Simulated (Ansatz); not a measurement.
# Which magnetic ion is it?

A crystal has the composition MTlCl3, where M is a 3d element. A calculation (PBE+U, spin-orbit coupling in second variation, Ansatz) gives:

```
S                    : 5/2
g                    : 2.0024 (isotropic)
moment in its sphere : 4.50 μB
```

Q: Name the magnetic ion and its oxidation state.

The crystal is MnTlCl3, space group Pm-3m. The spin sits on Mn, with 6 Cl at 2.53 Å round it. With the usual charges of the other elements M must be +2. The high-spin ion of that charge with S = 5/2 in this row is Mn²⁺ high-spin d⁵. Low-spin ions are left aside. The shift from the free-electron value is small, as for a half-filled shell without orbital momentum.

[Logs are printed without paths, hosts, clocks, repeated set-up lines and the standing remarks that a program may print on its own settings, such as how far it seeks lower states.]

[Hosts, paths, dates, database ids (printed as entryN), source tags and the programs' standing remarks are cut or masked in the printed files.]
